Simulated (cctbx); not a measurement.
# Symmetry from intensities

Cell: a = 4.3780 Å, b = 4.3780 Å, c = 4.3780 Å, α = 90.00°, β = 90.00°, γ = 90.00°. Expected content of the cell: Dy1 Al3 C1.

Simulated single-crystal data (cctbx): Mo Kα, λ = 0.71073 Å, to d = 0.65 Å, 80 % of the full sphere, strongest reflection 5000 counts, noise from counting, a 6 % proportional error and a noise floor of 4 counts (s.d.); no absorption, some extinction.

Tests on the unmerged data give:

```text
1057 reflections to d = 0.653 A
centring   violations  <I/sigma> of those
    A        520 of   520     13.6
    B        516 of   516     13.5
    C        538 of   538     13.6
    I        563 of   563     13.7
    R        696 of   696     14.0
    F        787 of   787     13.6
Laue class    unique    Rint  (classes that these axes allow; Friedel mates merged)
P -1              627   0.041
P 1 2/m 1         362   0.045
P 1 1 2/m         359   0.047
P 2/m 1 1         359   0.046
P m m m           219   0.050
P 4/m             185   0.051
P 4/m m m         125   0.053
R -3 :R           220   0.050
R -3 m :R         137   0.053
P m -3             76   0.055
P m -3 m           53   0.055
space group    extra absences  I>4sigma  <I/sigma>
P 4 3 2                 0          0         -  acentric
P -4 3 m                0          0         -  acentric
P m -3 m                0          0         -  centric
Wilson B = 0.33 A^2   <|E^2-1|> = 0.515 (0.968 centric, 0.736 acentric)   E^2>4: 0.0 %
shell (A)         n   <I/sigma>
 4.38 - 1.03     17     48.2
 1.03 - 0.82     13     58.5
 0.82 - 0.72     12     60.3
 0.72 - 0.65     11     58.9
```

**Question.** What are the lattice type, the Laue class and the likely space group?

Every centring test has many violations, so the lattice is primitive.

Rint stays low (0.041 to 0.055) up to P m -3 m, the highest class in these axes.

3 settings pass the absence test. No glide or screw absences show, which leaves P 4 3 2, P -4 3 m and P m -3 m.

⟨|E²−1|⟩ = 0.515 leans to a non-centrosymmetric structure, or to twinning, which lowers it. Here that hint misleads: the statistic assumes many like atoms on general positions, and few, heavy or special-position atoms break it. The Wilson B of 0.33 Å² means U ≈ 0.0042 Å².

The true group is Pm-3m (no. 221), Laue class m-3m, centrosymmetric. The tables only narrow the choice to the tied entries; cell content, site symmetry and trial solutions must settle it.

This is a model crystal, built by substitution and not relaxed, with assumed displacement parameters.

[Logs are printed without paths, hosts, clocks, repeated set-up lines and the standing remarks that a program may print on its own settings, such as how far it seeks lower states.]
